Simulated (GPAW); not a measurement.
# PbO (P4/nmm): one start, several treatments of the self-energy

Wanted: the gap of PbO (P4/nmm) under several approximations, with cost.

Program: GPAW 26.7.0. Level of theory: PBE and many-body steps on it, plane waves. Results are calculated unless marked as measured.

This is a report of a sequence of runs, with most program output left out.

The database entry behind the starting cell differs from later determinations by our own check (c about 1 % long), so it need not match the best structure at ambient conditions.

## Step 1: The structure

The structure is tetragonal, space group P4/nmm (No. 129). Conventional cell: a = 3.960 Å, b = 3.960 Å, c = 5.070 Å, α = 90.00°, β = 90.00°, γ = 90.00°. Nearest to Pb lie 4 O at 2.32 Å. O has 4 Pb at 2.32 Å nearest. Farther neighbours and most contacts between anions are not listed.

Coordinates:

```xyz
4
Lattice="3.9600 0.0000 0.0000 0.0000 3.9600 0.0000 0.0000 0.0000 5.0700" Properties=species:S:1:pos:R:3 pbc="T T T"
Pb    0.0000    1.9800    1.2093
Pb    1.9800    0.0000    3.8607
O     0.0000    0.0000    0.0000
O     1.9800    1.9800    0.0000
```

The cell and positions come from the Crystallography Open Database and are kept as given unless a step says otherwise. Spin-orbit coupling is left out unless a step names it.

## Step 2: Empty states on the mesh, 4×4×4 mesh, 723 bands

This step: GPAW 26.7.0; DFT, PBE, plane waves, PAW.

The sums over transitions need many empty states on a uniform mesh; this step solves for them.

run.py reads:

```python
import json
import numpy as np
from gpaw.mpi import world
from gpaw import GPAW

calc = GPAW('gs.gpw').fixed_density(kpts={'size': (4, 4, 4), 'gamma': True},
    parallel={'domain': 1, 'band': 1},
    txt='nscf.txt')
calc.diagonalize_full_hamiltonian(nbands=723)
calc.write('full.gpw', mode='all')
res = {}
kpts = calc.get_ibz_k_points()
res['kpts'] = kpts
res['eigenvalues'] = [calc.get_eigenvalues(kpt=k) for k in range(len(kpts))]
res['n_electrons'] = calc.get_number_of_electrons()

if world.rank == 0:
    with open('result.json', 'w') as f:
        json.dump(res, f, default=lambda x: x.tolist())
```

Started as:

```console
$ mpirun -n 8 gpaw python run.py
```

The job ended after 40 s (8 MPI ranks of AMD EPYC 7B13 (Zen 3), shared host; peak memory 6.2 GiB; 5.3 min of CPU time).

Numbers from this step:

```yaml
gap: 1.098 eV
k_of_the_valence_top: 0, 0, 0
k_of_the_conduction_bottom: 0.5, 0.5, 0
least_direct_gap: 2.161 eV
k_points_computed: 18
lowest_point_of_the_top_converged_band_above_the_valence_top: 235.3706 eV
```

On this mesh the gap is 1.098 eV.

## Step 3: G0W0, Godby-Needs plasmon pole

G0W0 replaces the xc potential by the self-energy, built once from these orbitals. Only a window of levels is corrected, while the sums run over the empty bands that the input names.

This step: G0W0 on PBE, plane waves, PAW.

run.py reads:

```python
import json
import numpy as np
from gpaw.mpi import world
from gpaw.response.g0w0 import G0W0

gw = G0W0('full.gpw',
    filename='gw',
    kpts=[0, 15],
    bands=(18, 22),
    ecut=150,
    nbands=331,
    integrate_gamma='WS',
    ppa=True)
gw.calculate()
res = {mode: {k: v for k, v in r.items() if k != 'sigma_eskwn'}
       for mode, r in gw.all_results.items()}

if world.rank == 0:
    with open('result.json', 'w') as f:
        json.dump(res, f, default=lambda x: x.tolist())
```

Started as:

```console
$ mpirun -n 8 gpaw python run.py
```

Elapsed: 3.8 min, on 8 MPI ranks; peak memory 3.8 GiB; 31 min of CPU time.

Numbers from this step:

| Property | Result |
| --- | --- |
| G0W0 gap on the points computed | 1.407 eV |
| least direct G0W0 gap on the computed points | 2.415 eV |
| Z at the valence top | 0.7772 |
| Z at the conduction bottom | 0.8285 |
| starting gap on the mesh | 1.098 eV |
| k of the valence top | 0, 0, 0 |
| k of the conduction bottom | 0.5, 0.5, 0 |

The gap on the mesh goes from 1.10 eV to 1.41 eV, a correction of +0.31 eV.

## Step 4: One-shot HSE06

This step: one-shot HSE06 levels on PBE orbitals, plane waves, PAW.

run.py reads:

```python
import json
import numpy as np
from gpaw.mpi import world
from gpaw.hybrids.eigenvalues import non_self_consistent_eigenvalues

dft, vxc, vxc_hyb = non_self_consistent_eigenvalues('full.gpw', 'HSE06', 18, 22, kpt_indices=[0, 15])
res = {'dft': dft[0], 'hybrid': (dft - vxc + vxc_hyb)[0]}
if world.rank == 0:
    with open('hybrid.txt', 'w') as f:
        for k, e0, e1 in zip([0, 15], res['dft'], res['hybrid']):
            print(k, ' '.join(f'{x:9.4f}' for x in e0), '|', ' '.join(f'{x:9.4f}' for x in e1), file=f)

if world.rank == 0:
    with open('result.json', 'w') as f:
        json.dump(res, f, default=lambda x: x.tolist())
```

Started as:

```console
$ mpirun -n 8 gpaw python run.py
```

Elapsed: 5.4 s, on 8 MPI ranks; peak memory 1.8 GiB.

Numbers from this step:

* starting gap on the mesh: 1.098 eV
* hybrid gap on the mesh: 1.799 eV
* least direct hybrid gap on the computed points: 3.237 eV

## Step 5: G0W0, extrapolated in the cutoff

This step: G0W0 on PBE, plane waves, PAW.

run.py reads:

```python
import json
import numpy as np
from gpaw.mpi import world
from gpaw.response.g0w0 import G0W0

gw = G0W0('full.gpw',
    filename='gw',
    kpts=[0, 15],
    bands=(18, 22),
    ecut=250.0,
    integrate_gamma='WS',
    ppa=True,
    ecut_extrapolation=True)
gw.calculate()
res = {mode: {k: v for k, v in r.items() if k != 'sigma_eskwn'}
       for mode, r in gw.all_results.items()}

if world.rank == 0:
    with open('result.json', 'w') as f:
        json.dump(res, f, default=lambda x: x.tolist())
```

Started as:

```console
$ mpirun -n 8 gpaw python run.py
```

It took 39 min on 8 MPI ranks; peak memory 5.8 GiB.

Numbers from this step:

```yaml
quasiparticle_gap_on_the_points_computed: 1.633 eV
least_direct_quasiparticle_gap_on_the_computed_points: 2.689 eV
z_at_the_valence_top: 0.7719
z_at_the_conduction_bottom: 0.8276
starting_gap_on_the_mesh: 1.098 eV
k_of_the_valence_top: 0, 0, 0
k_of_the_conduction_bottom: 0.5, 0.5, 0
gaps_at_the_cutoffs_of_the_extrapolation: 1.497, 1.511, 1.525 eV
```

Against G0W0 in GPAW (4×4×4 mesh, 331 bands, screening to 150 eV, Godby-Needs plasmon pole), the gap moves by +0.226 eV.

## Step 6: One-shot PBE0

This step: one-shot PBE0 levels on PBE orbitals, plane waves, PAW.

run.py reads:

```python
import json
import numpy as np
from gpaw.mpi import world
from gpaw.hybrids.eigenvalues import non_self_consistent_eigenvalues

dft, vxc, vxc_hyb = non_self_consistent_eigenvalues('full.gpw', 'PBE0', 18, 22, kpt_indices=[0, 15])
res = {'dft': dft[0], 'hybrid': (dft - vxc + vxc_hyb)[0]}
if world.rank == 0:
    with open('hybrid.txt', 'w') as f:
        for k, e0, e1 in zip([0, 15], res['dft'], res['hybrid']):
            print(k, ' '.join(f'{x:9.4f}' for x in e0), '|', ' '.join(f'{x:9.4f}' for x in e1), file=f)

if world.rank == 0:
    with open('result.json', 'w') as f:
        json.dump(res, f, default=lambda x: x.tolist())
```

Started as:

```console
$ mpirun -n 8 gpaw python run.py
```

Elapsed: 6.1 s, on 8 MPI ranks; peak memory 1.8 GiB; 46 s of CPU time.

This step gave:

```yaml
starting_gap_on_the_mesh: 1.098 eV
hybrid_gap_on_the_mesh: 2.480 eV
least_direct_hybrid_gap_on_the_computed_points: 3.904 eV
```

## Step 7: G0W0, full frequency, Hilbert transform

This step: G0W0 on PBE, plane waves, PAW.

run.py reads:

```python
import json
import numpy as np
from gpaw.mpi import world
from gpaw.response.g0w0 import G0W0

gw = G0W0('full.gpw',
    filename='gw',
    kpts=[0, 15],
    bands=(18, 22),
    ecut=150,
    nbands=331,
    integrate_gamma='WS',
    frequencies={'type': 'nonlinear', 'domega0': 0.1, 'omega2': 15.0},
    eta=0.1,
    nblocksmax=True)
gw.calculate()
res = {mode: {k: v for k, v in r.items() if k != 'sigma_eskwn'}
       for mode, r in gw.all_results.items()}

if world.rank == 0:
    with open('result.json', 'w') as f:
        json.dump(res, f, default=lambda x: x.tolist())
```

Started as:

```console
$ mpirun -n 8 gpaw python run.py
```

Elapsed: 6.6 min, on 8 MPI ranks; peak memory 4.9 GiB.

Numbers from this step:

| Property | Result |
| --- | --- |
| G0W0 gap on the points computed | 1.479 eV |
| least direct G0W0 gap on the computed points | 2.500 eV |
| starting gap on the mesh | 1.098 eV |
| k of the valence top | 0, 0, 0 |
| k of the conduction bottom | 0.5, 0.5, 0 |

Against G0W0 in GPAW (4×4×4 mesh, 331 bands, screening to 150 eV, Godby-Needs plasmon pole), the gap moves by +0.071 eV.

## Step 8: The runs together

Times are wall times on 8 MPI ranks of AMD EPYC 7B13 (Zen 3), shared host, good to a factor of about two.

```tsv
run	mesh	bands	screening cutoff (eV)	DFT gap (eV)	gap on the mesh (eV)	direct (eV)	time
G0W0, Godby-Needs plasmon pole	4×4×4	331	150	1.098	1.407	2.415	3.8 min
one-shot HSE06	4×4×4	-	-	1.098	1.799	3.237	5.4 s
G0W0, extrapolated in the cutoff	4×4×4	-	250	1.098	1.633	2.689	39 min
one-shot PBE0	4×4×4	-	-	1.098	2.480	3.904	6.1 s
G0W0, full frequency, Hilbert transform	4×4×4	331	150	1.098	1.479	2.500	6.6 min
```

## Step 9: What came out

| Property | Result |
| --- | --- |
| G0W0, Godby-Needs plasmon pole | 1.407 eV |
| one-shot HSE06 | 1.799 eV |
| G0W0, extrapolated in the cutoff | 1.633 eV |
| one-shot PBE0 | 2.480 eV |
| G0W0, full frequency, Hilbert transform | 1.479 eV |
| known limits | not at the basis limit; no spin-orbit coupling; coarse k mesh |

In words: One-shot HSE06: +0.391 eV against G0W0, Godby-Needs plasmon pole. G0W0, extrapolated in the cutoff: +0.226 eV against G0W0, Godby-Needs plasmon pole, at other bands or cutoff, so not like for like. One-shot PBE0: +1.072 eV against G0W0, Godby-Needs plasmon pole. G0W0, full frequency, Hilbert transform: +0.071 eV against G0W0, Godby-Needs plasmon pole. One-shot hybrid levels are evaluated on the PBE orbitals. Bands and cutoff are finite, so the gap is not at the basis limit. The miss can reach some tenths of an eV and take either sign; the mesh is an error of its own. These stock PAW sets were not made for GW. In the G0W0 runs levels were corrected at 2 k points alone, so a gap called «on the mesh» is the least over those, and an edge elsewhere would be missed. The program warns of a poor linear fit in the extrapolation of some level, so the extrapolated values are rough. The 4×4×4 mesh is coarse for this cell, which bears on the long-range parts of exchange and screening. Where an edge is built on 6p states of lead, bismuth or thallium, scalar-relativistic gaps usually stand too wide, by a few tenths to over one eV. The many-body steps are scalar-relativistic: spin-orbit coupling is not in them.

[Paths, hosts, dates, memory and timing lines, banners, echoed tables and standing remarks are left out of the program output.]

[Logs are printed without paths, hosts, clocks, repeated set-up lines and the standing remarks that a program may print on its own settings, such as how far it seeks lower states.]

[Runs of the session that timed out or met a known fault of the program may be left out.]

[Hosts, paths, dates, database ids (printed as entryN), source tags and the programs' standing remarks are cut or masked in the printed files.]
